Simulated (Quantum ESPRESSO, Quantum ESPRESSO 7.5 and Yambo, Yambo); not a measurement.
**Quasiparticle gap of CuBiSeO (P4/nmm) in Yambo**

How does a plane-wave GW calculation on CuBiSeO (P4/nmm) run from the first input to the gap?

Calculated with Quantum ESPRESSO 7.5 and Yambo 5.3.0; LDA and many-body steps on it, plane waves.

In doubt: a PseudoDojo file used here is known to give poor structures and forces, which bears on pressures, cells, forces and phonons.

### Step 1. Starting point

It takes space group P4/nmm (No. 129, tetragonal). Conventional cell: a = 3.922 Å, b = 3.922 Å, c = 8.913 Å, α = 90.00°, β = 90.00°, γ = 90.00°. Cu has 4 Se at 2.49 Å and 4 Cu at 2.77 Å nearest. Nearest to Bi lie 4 O at 2.32 Å and 4 Se at 3.24 Å. Se has 4 Cu at 2.49 Å and 4 Bi at 3.24 Å nearest. O has 4 Bi at 2.32 Å nearest. Farther neighbours and most contacts between anions are not listed.

The lattice is a measured one from papers, the positions are the Materials Project's; both are kept fixed. Spin-orbit coupling is left out unless a step names it.

### Step 2. Ground state

This step: Quantum ESPRESSO 7.5; DFT, LDA, plane waves, norm-conserving pseudopotentials.

The ground-state density comes first.

pw.in

```
&control
  calculation = 'scf'
  prefix = 'x'
  outdir = 'o'
  pseudo_dir = 'pseudo'
/
&system
  ibrav = 0
  nat = 8
  ntyp = 4
  ecutwfc = 104.0
  nbnd = 80
  force_symmorphic = .true.
/
&electrons
  conv_thr = 1e-10
  electron_maxstep = 80
  mixing_beta = 0.5
/
ATOMIC_SPECIES
  Cu 63.546 Cu.upf
  Bi 208.98 Bi.upf
  Se 78.971 Se.upf
  O 15.999 O.upf
CELL_PARAMETERS angstrom
  3.9221000000 0.0000000000 0.0000000000
  0.0000000000 3.9221000000 0.0000000000
  0.0000000000 0.0000000000 8.9133000000
ATOMIC_POSITIONS crystal
  Cu 0.0000000000 0.0000000000 0.5000000000
  Cu 0.5000000000 0.5000000000 0.5000000000
  Bi 0.0000000000 0.5000000000 0.8601790000
  Bi 0.5000000000 0.0000000000 0.1398210000
  Se 0.5000000000 0.0000000000 0.6728240000
  Se 0.0000000000 0.5000000000 0.3271760000
  O 0.5000000000 0.5000000000 0.0000000000
  O 0.0000000000 0.0000000000 0.0000000000
K_POINTS automatic
  6 6 4 0 0 0
```

Started as:

```console
$ OMP_NUM_THREADS=1 mpirun -n 4 pw.x -nk 4 -in pw.in > pw.out
```

The program printed:

```text
Program PWSCF v.7.5 starts

     This program is part of the open-source Quantum ESPRESSO suite
     for quantum simulation of materials; please cite
         "P. Giannozzi et al., J. Phys.:Condens. Matter 21 395502 (2009);
         "P. Giannozzi et al., J. Phys.:Condens. Matter 29 465901 (2017);
         "P. Giannozzi et al., J. Chem. Phys. 152 154105 (2020);
     in publications or presentations arising from this work. More details at
     Message from routine setup:
     using ibrav=0 with symmetry is DISCOURAGED, use correct ibrav instead

     G-vector sticks info

     bravais-lattice index     =            0
     lattice parameter (alat)  =       7.4117  a.u.
     unit-cell volume          =     925.2785 (a.u.)^3
     number of atoms/cell      =            8
     number of atomic types    =            4
     number of electrons       =       144.00
     number of Kohn-Sham states=           80
     kinetic-energy cutoff     =     104.0000  Ry
     charge density cutoff     =     416.0000  Ry
     scf convergence threshold =      1.0E-10
     mixing beta               =       0.5000
     number of iterations used =            8  plain     mixing
     Exchange-correlation= SLA  PW   NOGX NOGC
                           (   1   4   0   0   0   0   0)

     celldm(1)=   7.411695  celldm(2)=   0.000000  celldm(3)=   0.000000
     celldm(4)=   0.000000  celldm(5)=   0.000000  celldm(6)=   0.000000

     crystal axes: (cart. coord. in units of alat)
               a(1) = (   1.000000   0.000000   0.000000 )
               a(2) = (   0.000000   1.000000   0.000000 )
               a(3) = (   0.000000   0.000000   2.272584 )

     reciprocal axes: (cart. coord. in units 2 pi/alat)
               b(1) = (  1.000000  0.000000  0.000000 )
               b(2) = (  0.000000  1.000000  0.000000 )
               b(3) = (  0.000000  0.000000  0.440028 )
     Pseudo is Norm-conserving + core correction, Zval = 19.0
     Generated using ONCVPSP code by D. R. Hamann
     Using radial grid of 1456 points,  6 beta functions with:
     Pseudo is Norm-conserving + core correction, Zval = 23.0
     Generated using ONCVPSP code by D. R. Hamann
     Using radial grid of 1454 points,  6 beta functions with:
     Pseudo is Norm-conserving + core correction, Zval = 24.0
     Generated using ONCVPSP code by D. R. Hamann
     Using radial grid of 1198 points,  6 beta functions with:
     Pseudo is Norm-conserving + core correction, Zval =  6.0
     Generated using ONCVPSP code by D. R. Hamann
     Using radial grid of  926 points,  5 beta functions with:
     Cu               19.00    63.54600     Cu( 1.00)
     Bi               23.00   208.98000     Bi( 1.00)
     Se               24.00    78.97100     Se( 1.00)
     O                 6.00    15.99900     O ( 1.00)

      8 Sym. Ops. (no inversion) found

   Cartesian axes

     site n.     atom                  positions (alat units)
         1        Cu     tau(   1) = (   0.0000000   0.0000000   1.1362918  )
         2        Cu     tau(   2) = (   0.5000000   0.5000000   1.1362918  )
         3        Bi     tau(   3) = (   0.0000000   0.5000000   1.9548287  )
         4        Bi     tau(   4) = (   0.5000000   0.0000000   0.3177549  )
         5        Se     tau(   5) = (   0.5000000   0.0000000   1.5290488  )
         6        Se     tau(   6) = (   0.0000000   0.5000000   0.7435348  )
         7        O      tau(   7) = (   0.5000000   0.5000000   0.0000000  )
         8        O      tau(   8) = (   0.0000000   0.0000000   0.0000000  )

     number of k points=    30
                       cart. coord. in units 2pi/alat
        k(    1) = (   0.0000000   0.0000000   0.0000000), wk =   0.0138889
        k(    2) = (   0.0000000   0.0000000   0.1100070), wk =   0.0277778
        k(    3) = (   0.0000000   0.0000000  -0.2200139), wk =   0.0138889
        k(    4) = (   0.0000000   0.1666667   0.0000000), wk =   0.0555556
        k(    5) = (   0.0000000   0.1666667   0.1100070), wk =   0.1111111
        k(    6) = (   0.0000000   0.1666667  -0.2200139), wk =   0.0555556
        k(    7) = (   0.0000000   0.3333333   0.0000000), wk =   0.0555556
        k(    8) = (   0.0000000   0.3333333   0.1100070), wk =   0.1111111
        k(    9) = (   0.0000000   0.3333333  -0.2200139), wk =   0.0555556
        k(   10) = (   0.0000000  -0.5000000   0.0000000), wk =   0.0277778
     [... 18 further rows ...]
        k(   29) = (  -0.5000000  -0.5000000   0.1100070), wk =   0.0277778
        k(   30) = (  -0.5000000  -0.5000000  -0.2200139), wk =   0.0138889

     Dense  grid:   132553 G-vectors     FFT dimensions: (  50,  50, 120)

     Initial potential from superposition of free atoms

     starting charge     143.9980, renormalised to     144.0000
     Starting wfcs are   80 randomized atomic wfcs

     per-process dynamical memory:   281.2 Mb

     Self-consistent Calculation

     iteration #  1     ecut=   104.00 Ry     beta= 0.50

     total energy              =   -3117.80676029 Ry
     estimated scf accuracy    <       1.67931393 Ry

     iteration #  2     ecut=   104.00 Ry     beta= 0.50

     total energy              =   -3117.48094258 Ry
     estimated scf accuracy    <       6.52490503 Ry

     iteration #  3     ecut=   104.00 Ry     beta= 0.50

     total energy              =   -3118.49364608 Ry
     estimated scf accuracy    <       0.64387749 Ry

     iteration #  4     ecut=   104.00 Ry     beta= 0.50

     total energy              =   -3118.56458326 Ry
     estimated scf accuracy    <       0.02978243 Ry

     iteration #  5     ecut=   104.00 Ry     beta= 0.50

     total energy              =   -3118.56238024 Ry
     estimated scf accuracy    <       0.01050925 Ry

     iteration #  6     ecut=   104.00 Ry     beta= 0.50

     total energy              =   -3118.56395517 Ry
     estimated scf accuracy    <       0.00100605 Ry

     iteration #  7     ecut=   104.00 Ry     beta= 0.50

     total energy              =   -3118.56391409 Ry
     estimated scf accuracy    <       0.00021591 Ry

     iteration #  8     ecut=   104.00 Ry     beta= 0.50

     total energy              =   -3118.56396576 Ry
     estimated scf accuracy    <       0.00001361 Ry

     iteration #  9     ecut=   104.00 Ry     beta= 0.50

     total energy              =   -3118.56396483 Ry
     estimated scf accuracy    <       0.00000565 Ry

     iteration # 10     ecut=   104.00 Ry     beta= 0.50

     total energy              =   -3118.56396568 Ry
     estimated scf accuracy    <       0.00000010 Ry

     iteration # 11     ecut=   104.00 Ry     beta= 0.50

     total energy              =   -3118.56396571 Ry
     estimated scf accuracy    <       0.00000003 Ry

     iteration # 12     ecut=   104.00 Ry     beta= 0.50

     total energy              =   -3118.56396571 Ry
     estimated scf accuracy    <          2.7E-09 Ry

     iteration # 13     ecut=   104.00 Ry     beta= 0.50

     total energy              =   -3118.56396571 Ry
     estimated scf accuracy    <          1.1E-09 Ry

     iteration # 14     ecut=   104.00 Ry     beta= 0.50

     total energy              =   -3118.56396571 Ry
     estimated scf accuracy    <          1.4E-10 Ry

     iteration # 15     ecut=   104.00 Ry     beta= 0.50

     total energy              =   -3118.56396571 Ry
     estimated scf accuracy    <          1.9E-10 Ry

     iteration # 16     ecut=   104.00 Ry     beta= 0.50

     End of self-consistent calculation

          k = 0.0000 0.0000 0.0000 ( 16471 PWs)   bands (ev):

  -193.3307-193.3307-140.6246-140.6246-133.3793-133.3793-133.3700-133.3700
  -133.3700-133.3700 -97.3602 -97.3572 -78.5723 -78.5720 -78.5612 -78.5612
   -78.5611 -78.5611 -55.2442 -55.2442 -55.2237 -55.2237 -55.2038 -55.2000
   -34.0859 -34.0859 -34.0858 -34.0858 -34.0848 -34.0848 -34.0762 -34.0760
   -34.0739 -34.0738 -10.0892  -9.8966  -9.8966  -9.8865  -9.8783  -9.8445
    -9.8327  -9.8244  -9.8244  -9.8034  -6.4403  -3.8417  -0.3434  -0.1500
     2.5374   4.5094   7.1986   7.1986   8.6758   9.5160   9.7427   9.7427
     9.9646  10.2376  10.2376  10.5968  10.5968  10.7008  10.8324  11.6219
    11.6517  12.0720  12.2537  12.2537  12.4490  12.8939  13.2931  13.2931
    13.9673  14.5538  16.8559  16.8559  17.0786  17.7011  17.7012  17.7268

          k = 0.0000 0.0000 0.1100 ( 16471 PWs)   bands (ev):

  -193.3307-193.3307-140.6246-140.6246-133.3793-133.3793-133.3700-133.3700
  -133.3700-133.3700 -97.3602 -97.3572 -78.5723 -78.5720 -78.5612 -78.5612
   -78.5611 -78.5611 -55.2442 -55.2442 -55.2237 -55.2237 -55.2038 -55.2000
   -34.0859 -34.0859 -34.0858 -34.0858 -34.0848 -34.0848 -34.0762 -34.0760
[...]
k = 0.0000 0.0000-0.2200 ( 16494 PWs)   bands (ev):

  -193.3307-193.3307-140.6246-140.6246-133.3793-133.3793-133.3700-133.3700
  -133.3700-133.3700 -97.3602 -97.3572 -78.5723 -78.5720 -78.5612 -78.5612
[...]
-9.8327  -9.8244  -9.8244  -9.8034  -6.4398  -3.8417  -0.5895   0.2060
     2.3255   4.6303   7.1964   7.1964   8.4897   9.8310   9.9182   9.9182
     9.9611  10.0669  10.0669  10.5436  10.5436  10.7008  10.7342  11.6604
    11.7518  12.0720  12.1683  12.1683  12.4490  12.9046  13.6529  13.6529
    13.8124  14.0986  16.0672  16.0672  17.1828  17.9188  18.4279  18.4279

          k = 0.0000 0.1667 0.0000 ( 16508 PWs)   bands (ev):

     [... further k-points ...]

     highest occupied, lowest unoccupied level (ev):    13.6994   13.8124

!    total energy              =   -3118.56396571 Ry
     estimated scf accuracy    <          1.8E-11 Ry

     The total energy is the sum of the following terms:
     one-electron contribution =   -2264.82643577 Ry
     hartree contribution      =    1111.07830452 Ry
     xc contribution           =    -379.92838789 Ry
     ewald contribution        =   -1584.88744657 Ry

     convergence has been achieved in  16 iterations

     XML data file, charge density, pseudopotentials, collected wavefunctions

=------------------------------------------------------------------------------=
   JOB DONE.
=------------------------------------------------------------------------------=
```

Wall time 4.6 min (4 MPI ranks of Intel Xeon 6975P-C (Granite Rapids), shared host); peak memory 1.6 GiB.

Numbers from this step:

```yaml
total_energy: -42430.2243 eV
gap: 0.1130 eV
k_of_the_valence_top: 0.1667, 0.1667, 0
k_of_the_conduction_bottom: 0, 0, -0.5
least_direct_gap: 0.1595 eV
```

The gap is indirect, with the least direct gap 0.05 eV higher.

[end of part 1 of 3]

[Paths, hosts, dates, memory and timing lines, banners, echoed tables and standing remarks are left out of the program output.]

[Logs are printed without paths, hosts, clocks, repeated set-up lines and the standing remarks that a program may print on its own settings, such as how far it seeks lower states.]

[Runs of the session that timed out or met a known fault of the program may be left out.]

[Hosts, paths, dates, database ids (printed as entryN), source tags and the programs' standing remarks are cut or masked in the printed files.]
